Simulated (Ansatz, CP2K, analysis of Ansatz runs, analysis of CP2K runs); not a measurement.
# N3VH centre in diamond: local vibrational mode against experiment (CP2K), part 3 of 3

Aim: the local vibrational mode of the N3VH centre in diamond, to be set beside the measurement. Set-up: PBE, SR-DZVP, 64-site cell, PBE lattice from Ansatz, k: the zone centre alone, anharmonic cut along the mode, start relaxed with Ansatz. The model is a cell of 64 host atoms with 1 site emptied, N put on another atom's site, N put on another atom's site, N put on another atom's site and H put in between. The frequencies come from force constants among the defect atom and its neighbours, with the masses of the isotopes named.

CP2K 2026.2; PBE, SR-DZVP, 64-site cell, PBE lattice from Ansatz, k: the zone centre alone, anharmonic cut along the mode, start relaxed with Ansatz.

So far. Step 2 (Relaxation, charge 0): Neighbours of the added atoms: H64: C48 1.07, N4 1.95, N41 1.95 Å.

## Step 5: Point 1 along the mode

A light atom samples the curved part of its well, so the energy is mapped along the mode and the one-dimensional Schrödinger equation solved on it.

This step: CP2K Gaussian and plane waves DFT, PBE, SR-DZVP basis, GTH potentials; single point of a defect supercell.

defect.inp

```
&GLOBAL
  PROJECT defect
  RUN_TYPE ENERGY_FORCE
  PRINT_LEVEL LOW
&END GLOBAL
&FORCE_EVAL
  METHOD QS
  &DFT
    BASIS_SET_FILE_NAME BASIS_MOLOPT
    POTENTIAL_FILE_NAME GTH_POTENTIALS
    &MGRID
      CUTOFF 480
      REL_CUTOFF 60
      NGRIDS 5
    &END MGRID
    &QS
      METHOD GPW
      EPS_DEFAULT 1.0E-11
    &END QS
    &SCF
      SCF_GUESS ATOMIC
      EPS_SCF 1.0E-6
      MAX_SCF 40
      &OT ON
        MINIMIZER DIIS
        PRECONDITIONER FULL_ALL
        ENERGY_GAP 0.001
      &END OT
      &OUTER_SCF ON
        EPS_SCF 1.0E-6
        MAX_SCF 8
      &END OUTER_SCF
    &END SCF
    &XC
      &XC_FUNCTIONAL PBE
      &END XC_FUNCTIONAL
    &END XC
    &PRINT
      &MULLIKEN ON
        &EACH
          QS_SCF 0
          GEO_OPT 0
          CELL_OPT 0
          MD 0
        &END EACH
        ADD_LAST NUMERIC
      &END MULLIKEN
      &MO_CUBES ON
        NHOMO 8
        NLUMO 5
        WRITE_CUBE F
        &EACH
          QS_SCF 0
          GEO_OPT 0
          CELL_OPT 0
          MD 0
        &END EACH
        ADD_LAST NUMERIC
      &END MO_CUBES
    &END PRINT
  &END DFT
  &SUBSYS
    &CELL
      A 7.1431635100 0.0000000000 -0.0000000000
      B 0.0000000000 7.1431635100 -0.0000000000
      C 0.0000000000 0.0000000000 7.1431635100
      PERIODIC XYZ
    &END CELL
    &COORD
      C   -0.0106450000 -0.0115320000 1.7850890000
      C   -0.0106910000 1.7839050000 -0.0124820000
[... 1 atom line left out ...]
      N   1.7030821882 1.7022291882 1.6997743513
      C   0.8988410000 0.8979570000 2.6367990000
[... 7 atom lines left out ...]
      C   0.8988770000 2.7159340000 4.4547540000
      C   2.7168090000 0.8979930000 4.4547830000
[... 5 atom lines left out ...]
      C   0.8949890000 4.4601130000 2.7134250000
[... 5 atom lines left out ...]
      N   1.7031191882 3.6531066487 3.6506668118
[... 3 atom lines left out ...]
      C   2.6402370000 4.4601310000 4.4586830000
[... 5 atom lines left out ...]
      C   4.4609980000 0.8940980000 2.7134340000
[... 4 atom lines left out ...]
      N   3.6539376487 1.7022511882 3.6506588118
[... 3 atom lines left out ...]
      C   4.4610070000 2.6393480000 4.4586680000
[... 2 atom lines left out ...]
      C   3.6103144601 3.6094264601 1.7432665399
[... 15 atom lines left out ...]
      H   3.1750330007 3.1741110007 2.1785359993
    &END COORD
    &KIND C
      BASIS_SET DZVP-MOLOPT-SR-GTH-q4
      POTENTIAL GTH-PBE-q4
    &END KIND
    &KIND N
      BASIS_SET DZVP-MOLOPT-SR-GTH-q5
      POTENTIAL GTH-PBE-q5
    &END KIND
    &KIND H
      BASIS_SET DZVP-MOLOPT-SR-GTH-q1
      POTENTIAL GTH-PBE-q1
    &END KIND
    &PRINT
      &ATOMIC_COORDINATES ON
      &END ATOMIC_COORDINATES
      &CELL ON
      &END CELL
    &END PRINT
  &END SUBSYS
  &PRINT
    &FORCES ON
    &END FORCES
  &END PRINT
&END FORCE_EVAL
```

The run is started by

```
$ OMP_NUM_THREADS=1 cp2k.psmp -i defect.inp -o defect.out
```

Numbers of over 12 decimals in the logs are rounded to 6 here.

The program printed:

```text
[banner, memory and clock lines left out]
ibc44oq/cut0

 CP2K| version string:                                       CP2K version 2026.2
 CP2K| Input file name                                                defect.inp

 GLOBAL| Force Environment number                                              1
 GLOBAL| Basis set file name                                        BASIS_MOLOPT
 GLOBAL| Potential file name                                      GTH_POTENTIALS
 GLOBAL| MM Potential file name                                     MM_POTENTIAL
 GLOBAL| Coordinate file name                                      __STD_INPUT__
 GLOBAL| Method name                                                        CP2K
 GLOBAL| Project name                                                     defect
 GLOBAL| Run type                                                   ENERGY_FORCE
 GLOBAL| FFT library                                                       FFTW3
 GLOBAL| DGEMM library                                                      BLAS
 GLOBAL| Direct generalized diagonalization requested                          F
 GLOBAL| Global print level                                                  LOW
 GLOBAL| Total number of message passing processes                             1
 GLOBAL| Number of threads for this process                                    1
 GLOBAL| CPU model name                                                  UNKNOWN

 CELL| Volume [angstrom^3]:                                           364.478382
 CELL| Vector a [angstrom]:       7.143     0.000     0.000   |a| =     7.143164
 CELL| Vector b [angstrom]:       0.000     7.143     0.000   |b| =     7.143164
 CELL| Vector c [angstrom]:       0.000     0.000     7.143   |c| =     7.143164
 CELL| Angle (b,c), alpha [degree]:                                    90.000000
 CELL| Angle (a,c), beta  [degree]:                                    90.000000
 CELL| Angle (a,b), gamma [degree]:                                    90.000000
 CELL| Numerically orthorhombic:                                             YES
 CELL| Periodicity                                                           XYZ

 CELL_REF| Volume [angstrom^3]:                                       364.478382
 CELL_REF| Vector a [angstrom     7.143     0.000     0.000   |a| =     7.143164
 CELL_REF| Vector b [angstrom     0.000     7.143     0.000   |b| =     7.143164
 CELL_REF| Vector c [angstrom     0.000     0.000     7.143   |c| =     7.143164
 CELL_REF| Angle (b,c), alpha [degree]:                                90.000000
 CELL_REF| Angle (a,c), beta  [degree]:                                90.000000
 CELL_REF| Angle (a,b), gamma [degree]:                                90.000000
 CELL_REF| Numerically orthorhombic:                                         YES
 CELL_REF| Periodicity                                                       XYZ

 GENERATE|  Preliminary Number of Bonds generated:                             0
 GENERATE|  Achieved consistency in connectivity generation.

 *******************************************************************************
 *******************************************************************************
 **            Copyright (C) by CP2K developers group (2000-2026)             **
 *******************************************************************************

 TOTAL NUMBERS AND MAXIMUM NUMBERS

  Total number of            - Atomic kinds:                                   3
                             - Atoms:                                         64
                             - Shell sets:                                    64
                             - Shells:                                       318
                             - Primitive Cartesian functions:                320
                             - Cartesian basis functions:                    887
                             - Spherical basis functions:                    824

  Maximum angular momentum of- Orbital basis functions:                        2
                             - Local part of the GTH pseudopotential:          2
                             - Non-local part of the GTH pseudopotential:      0

 MODULE QUICKSTEP: ATOMIC COORDINATES IN ANGSTROM

   Atom Kind Element         X             Y             Z       Z(eff)     Mass
      1    1 C     6     -0.010645     -0.011532      1.785089   4.0000  12.0107
      2    1 C     6     -0.010691      1.783905     -0.012482   4.0000  12.0107
      3    1 C     6      1.784810     -0.011571     -0.012490   4.0000  12.0107
      4    2 N     7      1.703082      1.702229      1.699774   5.0000  14.0067
      5    1 C     6      0.898841      0.897957      2.636799   4.0000  12.0107
      6    1 C     6      0.894963      2.639313      0.892592   4.0000  12.0107
      7    1 C     6      2.640198      0.894088      0.892604   4.0000  12.0107
      8    1 C     6      0.002758      0.001864      5.350862   4.0000  12.0107
      9    1 C     6      0.020264      1.802064      3.550662   4.0000  12.0107
     10    1 C     6      1.802964      0.019381      3.550657   4.0000  12.0107
[...]
60    1 C     6      4.459158      4.458252      6.238947   4.0000  12.0107
[...]
in the iterative subspace
                                         using   7 DIIS vectors
                                         safer DIIS on
  Preconditioner : FULL_ALL            : diagonalization, state selective
  Precond_solver : DEFAULT
  stepsize       :    0.15000000                  energy_gap     :    0.00100000
  eps_taylor     :   0.10000E-15                  max_taylor     :             4
  ----------------------------------- OT ---------------------------------------

  Step     Update method      Time    Convergence         Total energy    Change
     1 OT DIIS     0.15E+00   33.0     0.00012689      -371.4928553925 -2.41E-05
     2 OT DIIS     0.15E+00   16.3     0.00005337      -371.4930303472 -1.75E-04
     3 OT DIIS     0.15E+00   16.4     0.00004356      -371.4930576993 -2.74E-05
     4 OT DIIS     0.15E+00   16.4     0.00000263      -371.4930645589 -6.86E-06
     5 OT DIIS     0.15E+00   16.4     0.00000078      -371.4930645883 -2.94E-08

  *** SCF run converged in     5 steps ***

  Electronic density on regular grids:       -256.0000000000        0.0000000000
  Core density on regular grids:              255.9999999977       -0.0000000023
  Total charge density on r-space grids:       -0.0000000022
  Total charge density g-space grids:          -0.0000000022

  Overlap energy of the core charge distribution:               0.000815164
  Self energy of the core charge distribution:               -876.062806
  Core Hamiltonian energy:                                    276.528036
  Hartree energy:                                             342.942378
  Exchange-correlation energy:                               -114.901488

  Total energy:                                              -371.493065

  outer SCF iter =    2 RMS gradient =   0.78E-06 energy =       -371.4930645883
  outer SCF loop converged in   2 iterations or   45 steps

 !-----------------------------------------------------------------------------!
                     Mulliken Population Analysis

 #  Atom  Element  Kind  Atomic population                           Net charge
       1     C        1          4.006276                             -0.006276
       2     C        1          4.005250                             -0.005250
       3     C        1          4.005255                             -0.005255
       4     N        2          4.989353                              0.010647
       5     C        1          3.990919                              0.009081
       6     C        1          3.990689                              0.009311
       7     C        1          3.990684                              0.009316
       8     C        1          3.999195                              0.000805
       9     C        1          4.014821                             -0.014821
      10     C        1          4.014824                             -0.014824
[...]
60     C        1          3.992995                              0.007005
      61     C        1          3.997736                              0.002264
      62     C        1          3.997742                              0.002258
      63     C        1          3.995114                              0.004886
      64     H        3          0.996255                              0.003745
 # Total charge                            256.000000                 -0.000000

 !-----------------------------------------------------------------------------!

  Eigenvalues of the occupied subspace spin            1
      -0.39037534     -0.33131775     -0.33131227     -0.31434428
      -0.30066137     -0.30065971     -0.29366089     -0.25678434
      -0.25677800     -0.23624649     -0.22182289     -0.22182157
      -0.22066381     -0.21981119     -0.21980860     -0.21712426
      -0.21473756     -0.21473290     -0.20578427     -0.18010676
      -0.17929241     -0.17929065     -0.17051896     -0.08803413
      -0.08717673     -0.08717177     -0.08436831     -0.08436661
      -0.08376933     -0.06954157     -0.06873774     -0.06873233
      -0.05562341     -0.04981349     -0.04981072     -0.04527302
      -0.04454345     -0.04067377     -0.04066882     -0.03645345
[...]
0.29408069      0.29408157      0.29857702      0.29857790
       0.29895641      0.29953986      0.29954326      0.30150541
       0.30200506      0.30200594      0.34131834      0.36809085
       0.36809132      0.40024979      0.42285174      0.42286000
 Fermi Energy [eV] :   11.506606

  Using OT eigensolver for additional unoccupied orbitals spin            1
  Lowest Eigenvalues of the unoccupied subspace spin            1
 OT| Eigensolver reached convergence in 287 iterations
       0.56265770      0.56754465      0.56754889      0.57743888
       0.57747277

 HOMO - LUMO gap [eV] :    3.804089

 ENERGY| Total FORCE_EVAL ( QS ) energy [hartree]           -371.493065

 FORCES| Atomic forces [hartree/bohr]
 FORCES|   Atom     x               y               z               |f|
 FORCES|      1 -1.25710618E-04 -1.23254216E-04 -2.87812634E-04   3.37388312E-04
 FORCES|      2 -5.48977894E-05  1.30929440E-04 -1.82345909E-04   2.31098066E-04
 FORCES|      3  1.23121049E-04 -5.12399281E-05 -1.75705886E-04   2.20583048E-04
 FORCES|      4  3.10580574E-03  3.10801266E-03 -2.78976612E-04   4.40268100E-03
 FORCES|      5  1.12764633E-03  1.12724024E-03  3.36849833E-05   1.59480140E-03
 FORCES|      6  5.25603988E-04 -6.40223296E-04  7.32138315E-04   1.10551885E-03
 FORCES|      7 -6.42552559E-04  5.28137507E-04  7.27369766E-04   1.10492977E-03
 FORCES|      8  8.95197144E-06  1.67482264E-05 -3.87542951E-06   1.93819461E-05
 FORCES|      9 -2.84115815E-04  9.91790836E-05 -9.91393997E-05   3.16838930E-04
 FORCES|     10  8.84763329E-05 -2.85035556E-04 -9.37130936E-05   3.12818595E-04
[...]
FORCES|     60 -2.20609186E-05 -1.35765689E-05 -3.34269265E-04   3.35271455E-04
 FORCES|     61  1.39470400E-04  8.27865642E-05 -1.25465549E-04   2.05054168E-04
 FORCES|     62  7.69860815E-05  1.39169154E-04 -1.38438332E-04   2.10855595E-04
 FORCES|     63  3.26096402E-05  3.47166862E-05 -2.02196535E-05   5.17442878E-05
 FORCES|     64 -3.57015148E-01 -3.57034046E-01  3.57008534E-01   6.18375468E-01
 FORCES| Sum     5.12674095E-04  6.38594853E-04  5.34772010E-05
 FORCES| Total atomic force                                       8.20669193E-04
```

Wall time 13 min (1 thread of Arm Neoverse V1, shared host); peak memory 0.56 GiB.

Numbers from this step:

```yaml
gap_at_gamma_of_supercell: 3.804 eV
```

## Step 6: Anharmonic fundamental

Analysis of the runs above: one-dimensional Schroedinger equation on a polynomial through CP2K Gaussian and plane waves DFT, PBE, SR-DZVP basis, GTH potentials energies along the local mode.

Energy against normal coordinate:

```csv
normal coordinate (amu½ Å),energy (eV)
-0.306,3.63
-0.224,1.60
-0.153,0.630
-0.076,0.133
0.000,0
0.076,0.0971
0.153,0.334
0.224,0.627
0.306,1.00
0.387,1.38
```

## Step 7: Summary of results

| Property | Result |
| --- | --- |
| distance from the defect atom to its nearest neighbour | 1.071 Å |
| C-H stretch, 1H | 3115 cm⁻¹ |
| C-H bend, 1H | 1362 cm⁻¹ |

What this shows: C-H stretch, 1H: computed 3115 cm⁻¹, measured 3107 cm⁻¹; 8 cm⁻¹ (0 %) above the measurement. C-H bend, 1H: computed 1362 cm⁻¹, measured 1405 cm⁻¹; 43 cm⁻¹ (3 %) below the measurement. The anharmonic cut moves the C-H stretch, 1H from 3248 to 3115 cm⁻¹; a straight cut leaves out the coupling to the other modes. Only the named neighbours move, so modes near the host's band are approximate. Limits: the zone centre alone is a coarse sampling for this cell; the periodic copies of the defect are only 7.1 Å apart.

[Logs are printed without paths, hosts, clocks, repeated set-up lines and the standing remarks that a program may print on its own settings, such as how far it seeks lower states.]

[Hosts, paths, dates, database ids (printed as entryN), source tags and the programs' standing remarks are cut or masked in the printed files.]

[For some hosts the program warned that the k-mesh of the response run may be too coarse for force constants and the static dielectric constant; such warnings are not shown here.]
